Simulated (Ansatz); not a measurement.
# Tc of Rb (Im-3m) from its phonons, part 2 of 2

Aim: the phonon-mediated transition temperature of Rb (Im-3m) at ambient pressure, over a range of μ*. The cell shown first is a relaxed one, from steps not shown here.

Ansatz 0.2.0; DFT PBE, scalar-relativistic, plane waves, PAW.

So far, log mean phonon energy ħω_log (meV): step 2 (electron–phonon run: q 2×2×2, k 6×6×6, scattering 8×8×8) 2.62.

### 3. Coupling and resistivity: q 2×2×2, k 8×8×8, scattering 12×12×12

The next rung changes the k mesh of the density and its response; the scattering mesh, which samples the Fermi surface.

Input file input.yaml:

```yaml
crystal:
  lattice:
    - [-2.8361827509, 2.8361827509, 2.8361827509]
    - [2.8361827509, -2.8361827509, 2.8361827509]
    - [2.8361827509, 2.8361827509, -2.8361827509]
  atoms:
    - { symbol: Rb, position: [0.0, 0.0, 0.0] }
kpoints:
  mp_grid: { grid: [8, 8, 8] }
hamiltonian:
  xc: pbe
scf:
  occupations: { method: methfessel_paxton, width: 0.2 }
output:
  eigenvalues: true
phonons:
  method: dfpt
  qmesh: [2, 2, 2]
  temperatures: { t_max: 1000, t_step: 50 }
  qpath:
    path:
      - [[0.0, 0.0, 0.0], [0.5, -0.5, 0.5], [0.0, 0.0, 0.5], [0.0, 0.0, 0.0], [0.25, 0.25, 0.25], [0.5, -0.5, 0.5]]
      - [[0.25, 0.25, 0.25], [0.0, 0.0, 0.5]]
    npoints: 10
  electrical_resistivity:
    mesh: [12, 12, 12]
    temperatures: [20.0, 50.0, 80.0, 100.0, 150.0, 200.0, 273.0, 300.0, 400.0, 500.0, 600.0, 800.0]
  superconductivity: { mesh: [12, 12, 12] }
```

Command:

```
$ ansatz run input.yaml --threads 4 --pin off --max-ram 10240MiB --backend cpu --events-out ev --progress --plain --runs-dir out
```

Numbers of over 12 decimals in the logs are rounded to 6 here.

The log of the run:

```text
[...]
Crystal: 1 atoms, lattice volume = 91.256 Å³
Basis set: ecut = 420 eV, 1745 PW (Γ), exchange–correlation on 72×72×72 points (8 copies of the dense FFT grid, shifted against one another)
Bands: 9, of which v1, the nominal top of the filled ones, is band 5 counted from 1 (4 counted from 0)
Symmetry: 48 space group operations
k-points: 29 of 512
[...]
SCF iter   1: F=—  HF=-3267.344260 eV  |F-HF|=—  |Δ(HF+E_count)|=         —  Δρ=1.27e-4  dr2=6.61e-6  ethr=1.77e-3  ⟨swp⟩=7.1  Hψ=2068  notcnv=0
[...]
SCF iter   9: F=-3267.344862 eV  HF=-3267.344862 eV  |F-HF|=1.36e-12  |Δ(HF+E_count)|=  7.73e-12  S|Δr|=    0.00e0  Δρ=5.73e-8  dr2=3.47e-12  ethr=1.00e-12  ⟨swp⟩=6.2  Hψ=1077  notcnv=0
SCF 1 converged in 9 iterations: F = -3267.344862 eV  dr2 = 3.47e-12
[...]
NSCF: frozen V_eff on 29 k-points
[...]
SCF iter   1: F=—  HF=-3267.344260 eV  |F-HF|=—  |Δ(HF+E_count)|=         —  Δρ=1.27e-4  dr2=6.61e-6  ethr=1.77e-3  ⟨swp⟩=7.1  Hψ=2068  notcnv=0
[...]
SCF iter   9: F=-3267.344862 eV  HF=-3267.344862 eV  |F-HF|=2.73e-12  |Δ(HF+E_count)|=  7.73e-12  S|Δr|=    0.00e0  Δρ=5.87e-8  dr2=3.54e-12  ethr=1.00e-12  ⟨swp⟩=2.1  Hψ=511  notcnv=0
SCF 2 converged in 9 iterations: F = -3267.344862 eV  dr2 = 3.54e-12
[...]
SCF converged after 9 iterations
[...]
Free energy (F): -3267.344862 eV
[...]
Internal energy: -3267.340595 eV  (E = F + TS)
E sigma→0 (E₀):  -3267.343795 eV
Entropy (-TS):   -0.004267 eV (-4.267 meV/atom)
Fermi energy:    1.948333 eV
[...]
--- Band table (eV; the first three rows and the last of 29) ---
[...]
ASR residual: 1.271e-4 → 0.000e0 eV/Å²; symmetrization residual: 3.330e-16 eV/Å²
  ASR residual per site (eV/Å²): 1.27e-4
  Γ frequencies (cm⁻¹): 0.00 0.00 0.00
--- Phonons (arbitrary-q DFPT): 3 irreducible q on the 2×2×2 mesh ---
[...]
interpolated dispersion: 62 rows × 3 modes
[...]
--- Electrical resistivity: potentials and phonons of a 2×2×2 supercell ---
[...]
at the Fermi level of each mesh (of a tensor a third of its trace):
[...]
12×12×12                     0.4648              3.7170    0.2033    0.1970           2.889
          6×6×6                     0.4579              3.6538    0.2101    0.2110           2.853
          3×3×3                     0.3689              2.9464    0.2466    0.2424           2.474
  resistivity on the deck's mesh, µΩ·cm:
[...]
20.00     7.8162e-1              no     7.8162e-1     7.8162e-1     7.8162e-1       8.8059e-1         7.8235e-1
     50.00      2.5941e0              no      2.5941e0      2.5941e0      2.5941e0        2.7326e0          2.7277e0
     80.00      4.2957e0              no      4.2957e0      4.2957e0      4.2957e0        4.5029e0          4.5452e0
    100.00      5.4119e0              no      5.4119e0      5.4119e0      5.4119e0        5.6677e0          5.7344e0
    150.00      8.1794e0              no      8.1794e0      8.1794e0      8.1794e0        8.5592e0          8.6800e0
    200.00      1.0933e1              no      1.0933e1      1.0933e1      1.0933e1        1.1438e1          1.1609e1
    273.00      1.4941e1              no      1.4941e1      1.4941e1      1.4941e1        1.5629e1          1.5875e1
    300.00      1.6421e1              no      1.6421e1      1.6421e1      1.6421e1        1.7177e1          1.7451e1
    400.00      2.1901e1              no      2.1901e1      2.1901e1      2.1901e1        2.2909e1          2.3290e1
    500.00      2.7381e1              no      2.7381e1      2.7381e1      2.7381e1        2.8644e1          2.9138e1
    600.00      3.2865e1              no      3.2865e1      3.2865e1      3.2865e1        3.4386e1          3.5005e1
    800.00      4.3846e1              no      4.3846e1      4.3846e1      4.3846e1        4.5895e1          4.6813e1
[...]
vibrations of 8 cells: unjudged by the run; compare a larger repeat
[...]
--- Superconductivity: potentials and phonons of a 2×2×2 supercell ---
           mesh         λ    ħω_log (meV)  μ* declared at (meV)
       12×12×12    0.2033           2.889                3.751
          6×6×6    0.2101           2.853                3.784
          3×3×3    0.2466           2.474                3.816
  λ by the species' shares of the modes' patterns: Rb 0.2033
[...]
0.08      0.000         0.000    none_found    none_found    none_found    none_found     none_found
      0.10      0.000         0.000    none_found    none_found    none_found    none_found     none_found
      0.12      0.000         0.000    none_found    none_found    none_found    none_found     none_found
      0.13      0.000         0.000    none_found    none_found    none_found    none_found     none_found
      0.14      0.000         0.000    none_found    none_found    none_found    none_found     none_found
      0.16      0.000         0.000    none_found    none_found    none_found    none_found     none_found
      0.20          -             -    none_found    none_found    none_found    none_found     none_found
  none_found: no transition down to 0.1 K
[...]
vibrations of 8 cells: unjudged by the run; compare a larger repeat
[...]
```

The job ended after 14 s (4 threads of Intel Xeon Platinum 8559C (Emerald Rapids), shared host; peak memory 0.75 GiB).

Numbers from this step:

```yaml
zero_point_energy: 0.005607 eV/cell
highest_frequency_solved_or_plainly_interpolated: 47.24 cm⁻¹
debye_temperature_second_moment: 60 K
resistivity_at_300_k: 16.42 μΩ cm
coupling_constant_lambda: 0.2033
density_of_states_at_the_fermi_level: 0.4648 states/eV a spin and cell
log_mean_phonon_energy_omega_log: 2.889 meV
transport_coupling_constant_lambda_tr: 0.197, 0.197, 0.197 (xx, yy, zz)
drude_plasma_energy: 3.717, 3.717, 3.717 eV (xx, yy, zz)
resistivity_times_mean_free_path: 25.64, 25.64, 25.64 × 10⁻¹⁶ Ω m² (xx, yy, zz)
second_moment_phonon_energy_omega: 3.751 meV
coupling_lambda_by_branch: 0.0778, 0.0301, 0.0955 (branches by rank of frequency)
```

An empty cell: under 1 mK by a formula, or no transition down to the floor of the Eliashberg search. Transition temperatures:

```tsv
μ*	McMillan Tc (K)	Allen–Dynes Tc (K)
0.08	-	-
0.1	-	-
0.12	-	-
0.13	-	-
0.14	-	-
0.16	-	-
0.2	-	-
```

For the log mean phonon energy ħω_log, step 2 gave 2.62 meV; this run, with k-mesh 8×8×8 and scattering mesh 12×12×12, gives 2.89 meV (+10 %).

### 4. Electron–phonon run: q 3×3×3, k 9×9×9, scattering 12×12×12

The next rung changes the q mesh, which sets the reach of the force constants and couplings; the k mesh of the density and its response.

input.yaml, as its differences from that of step 3:

```diff
@@ -8,3 +8,3 @@
 kpoints:
-  mp_grid: { grid: [8, 8, 8] }
+  mp_grid: { grid: [9, 9, 9] }
 hamiltonian:
@@ -17,3 +17,3 @@
   method: dfpt
-  qmesh: [2, 2, 2]
+  qmesh: [3, 3, 3]
   temperatures: { t_max: 1000, t_step: 50 }
```

The log of the run:

```text
[...]
Crystal: 1 atoms, lattice volume = 91.256 Å³
Basis set: ecut = 420 eV, 1745 PW (Γ), exchange–correlation on 72×72×72 points (8 copies of the dense FFT grid, shifted against one another)
Bands: 9, of which v1, the nominal top of the filled ones, is band 5 counted from 1 (4 counted from 0)
Symmetry: 48 space group operations
k-points: 35 of 729
[...]
SCF iter   1: F=—  HF=-3267.351508 eV  |F-HF|=—  |Δ(HF+E_count)|=         —  Δρ=1.34e-4  dr2=8.31e-6  ethr=1.77e-3  ⟨swp⟩=7.2  Hψ=2537  notcnv=0
[...]
SCF iter   9: F=-3267.352184 eV  HF=-3267.352184 eV  |F-HF|=4.55e-13  |Δ(HF+E_count)|=  9.09e-13  S|Δr|=    0.00e0  Δρ=6.40e-8  dr2=4.58e-12  ethr=1.00e-12  ⟨swp⟩=5.9  Hψ=1232  notcnv=0
SCF 1 converged in 9 iterations: F = -3267.352184 eV  dr2 = 4.58e-12
[...]
SCF iter   1: F=—  HF=-3267.351508 eV  |F-HF|=—  |Δ(HF+E_count)|=         —  Δρ=1.34e-4  dr2=8.31e-6  ethr=1.77e-3  ⟨swp⟩=7.2  Hψ=2537  notcnv=0
[...]
SCF iter   9: F=-3267.352184 eV  HF=-3267.352184 eV  |F-HF|=1.82e-12  |Δ(HF+E_count)|=  9.09e-13  S|Δr|=    0.00e0  Δρ=6.50e-8  dr2=4.63e-12  ethr=1.00e-12  ⟨swp⟩=2.0  Hψ=613  notcnv=0
SCF 2 converged in 9 iterations: F = -3267.352184 eV  dr2 = 4.63e-12
[...]
SCF converged after 9 iterations
[...]
Free energy (F): -3267.352184 eV
[...]
Internal energy: -3267.353698 eV  (E = F + TS)
E sigma→0 (E₀):  -3267.352562 eV
Entropy (-TS):   0.001514 eV (1.514 meV/atom)
Fermi energy:    1.942045 eV
[...]
--- Band table (eV; the first three rows and the last of 35) ---
[...]
ASR residual: 1.590e-4 → 0.000e0 eV/Å²; symmetrization residual: 6.477e-16 eV/Å²
  ASR residual per site (eV/Å²): 1.59e-4
  Γ frequencies (cm⁻¹): 0.00 0.00 0.00
--- Phonons (arbitrary-q DFPT): 4 irreducible q on the 3×3×3 mesh ---
[...]
interpolated dispersion: 62 rows × 3 modes
[...]
--- Electrical resistivity: potentials and phonons of a 3×3×3 supercell ---
[...]
at the Fermi level of each mesh (of a tensor a third of its trace):
[...]
12×12×12                     0.4648              3.7170    0.1913    0.1952           3.022
          6×6×6                     0.4579              3.6537    0.1961    0.2041           3.042
          3×3×3                     0.3690              2.9464    0.2220    0.2220           2.836
  resistivity on the deck's mesh, µΩ·cm:
[...]
20.00     7.5806e-1              no     7.5806e-1     7.5806e-1     7.5806e-1       8.5444e-1         7.2086e-1
     50.00      2.5673e0              no      2.5673e0      2.5673e0      2.5673e0        2.6975e0          2.5588e0
     80.00      4.2607e0              no      4.2607e0      4.2607e0      4.2607e0        4.4549e0          4.2732e0
    100.00      5.3703e0              no      5.3703e0      5.3703e0      5.3703e0        5.6102e0          5.3939e0
    150.00      8.1202e0              no      8.1202e0      8.1202e0      8.1202e0        8.4764e0          8.1683e0
    200.00      1.0855e1              no      1.0855e1      1.0855e1      1.0855e1        1.1328e1          1.0926e1
    273.00      1.4833e1              no      1.4833e1      1.4833e1      1.4833e1        1.5478e1          1.4941e1
    300.00      1.6302e1              no      1.6302e1      1.6302e1      1.6302e1        1.7010e1          1.6423e1
    400.00      2.1735e1              no      2.1735e1      2.1735e1      2.1735e1        2.2678e1          2.1914e1
    500.00      2.7162e1              no      2.7162e1      2.7162e1      2.7162e1        2.8343e1          2.7410e1
    600.00      3.2587e1              no      3.2587e1      3.2587e1      3.2587e1        3.4008e1          3.2919e1
    800.00      4.3428e1              no      4.3428e1      4.3428e1      4.3428e1        4.5348e1          4.3996e1
[...]
vibrations of 27 cells: unjudged by the run; compare a larger repeat
[...]
--- Superconductivity: potentials and phonons of a 3×3×3 supercell ---
           mesh         λ    ħω_log (meV)  μ* declared at (meV)
       12×12×12    0.1913           3.022                3.851
          6×6×6    0.1961           3.042                3.902
          3×3×3    0.2220           2.836                4.021
  λ by the species' shares of the modes' patterns: Rb 0.1913
[...]
0.08      0.000         0.000    none_found    none_found    none_found    none_found     none_found
      0.10      0.000         0.000    none_found    none_found    none_found    none_found     none_found
      0.12      0.000         0.000    none_found    none_found    none_found    none_found     none_found
      0.13      0.000         0.000    none_found    none_found    none_found    none_found     none_found
      0.14      0.000         0.000    none_found    none_found    none_found    none_found     none_found
      0.16      0.000         0.000    none_found    none_found    none_found    none_found     none_found
      0.20          -             -    none_found    none_found    none_found    none_found     none_found
  none_found: no transition down to 0.1 K
[...]
vibrations of 27 cells: unjudged by the run; compare a larger repeat
[...]
```

It took 56 s on 4 threads; peak memory 3.2 GiB; 3.5 min of CPU time.

Numbers from this step:

| Item | Value |
| --- | --- |
| zero point energy | 0.005690 eV/cell |
| highest frequency, solved or plainly interpolated | 48.1 cm⁻¹ |
| Debye temperature (second moment) | 61 K |
| resistivity at 300 K | 16.3 μΩ cm |
| coupling constant λ | 0.1913 |
| log mean phonon energy ħω_log | 3.022 meV |
| transport coupling constant λ_tr | 0.1952, 0.1952, 0.1952 (xx, yy, zz) |
| second-moment phonon energy ħω₂ | 3.851 meV |
| coupling λ by branch | 0.0744, 0.0322, 0.0847 (branches by rank of frequency) |

An empty cell: under 1 mK by a formula, or no transition down to the floor of the Eliashberg search. Transition temperatures:

```tsv
μ*	McMillan Tc (K)	Allen–Dynes Tc (K)
0.08	-	-
0.1	-	-
0.12	-	-
0.13	-	-
0.14	-	-
0.16	-	-
0.2	-	-
```

The Eliashberg function α²F by phonon energy; read off at these points:

```tsv
phonon energy (meV)	α²F	α²F tr
0.20	1.8e-4	0
0.40	5.1e-4	1.1e-4
0.60	0.00151	8.4e-4
0.80	0.00373	0.00339
1.00	0.00860	0.0102
1.20	0.0202	0.0291
1.40	0.0324	0.0483
1.60	0.0376	0.0532
1.80	0.0388	0.0534
2.00	0.0416	0.0557
2.20	0.0472	0.0634
2.40	0.0502	0.0683
2.60	0.0389	0.0460
2.80	0.0366	0.0395
3.00	0.0384	0.0397
3.20	0.04	0.0411
3.40	0.0432	0.0446
3.60	0.0489	0.0522
3.80	0.0589	0.0618
4.00	0.0640	0.0614
4.20	0.0650	0.0567
4.40	0.0678	0.0564
4.60	0.0669	0.0505
4.80	0.0742	0.0528
5.00	0.0896	0.0638
5.20	0.125	0.0845
5.40	0.213	0.150
5.53	0.282	0.218
5.60	0.197	0.146
5.80	0.112	0.0782
```

Between step 3 and this run (k-mesh 9×9×9 and q mesh 3×3×3) the value for the log mean phonon energy ħω_log moves from 2.89 meV to 3.02 meV (+5 %).

### 5. What came out

| Property | Result |
| --- | --- |
| meshes | q 3×3×3, k 9×9×9, scattering 12×12×12 |
| coupling constant λ | 0.191 |
| log mean phonon energy ħω_log | 3.02 meV |

In the last run (PBE, q 3×3×3, k 9×9×9, scattering 12×12×12), with λ = 0.19 and ħω_log = 3.02 meV, Tc at μ* = 0.13 is under 1 mK by the formulas. Wikipedia's list of superconducting elements holds no transition of Rb at normal pressure, in line with the calculation. In that run Allen and Dynes's formula gives no transition above 0.05 K at μ* = 0.10 or more. By the run's own test λ is not converged in the fine mesh: it moves by 3 % between the two finest, and by up to 30 % in the other runs. The run's transport test calls it not converged in the mesh; ρ(300 K) moves by 9 % in the component that moves most. Over the runs, λ takes the values 0.213, 0.203 and 0.191, in the order shown. μ* is a typed number, phonons are harmonic, and spin fluctuations are left out; with λ this near or under μ*(1 + 0.62 λ), the formulas give Tc only to its order of magnitude, or none.

[Logs are printed without paths, hosts, clocks, repeated set-up lines and the standing remarks that a program may print on its own settings, such as how far it seeks lower states.]

[Hosts, paths, dates, database ids (printed as entryN), source tags and the programs' standing remarks are cut or masked in the printed files.]
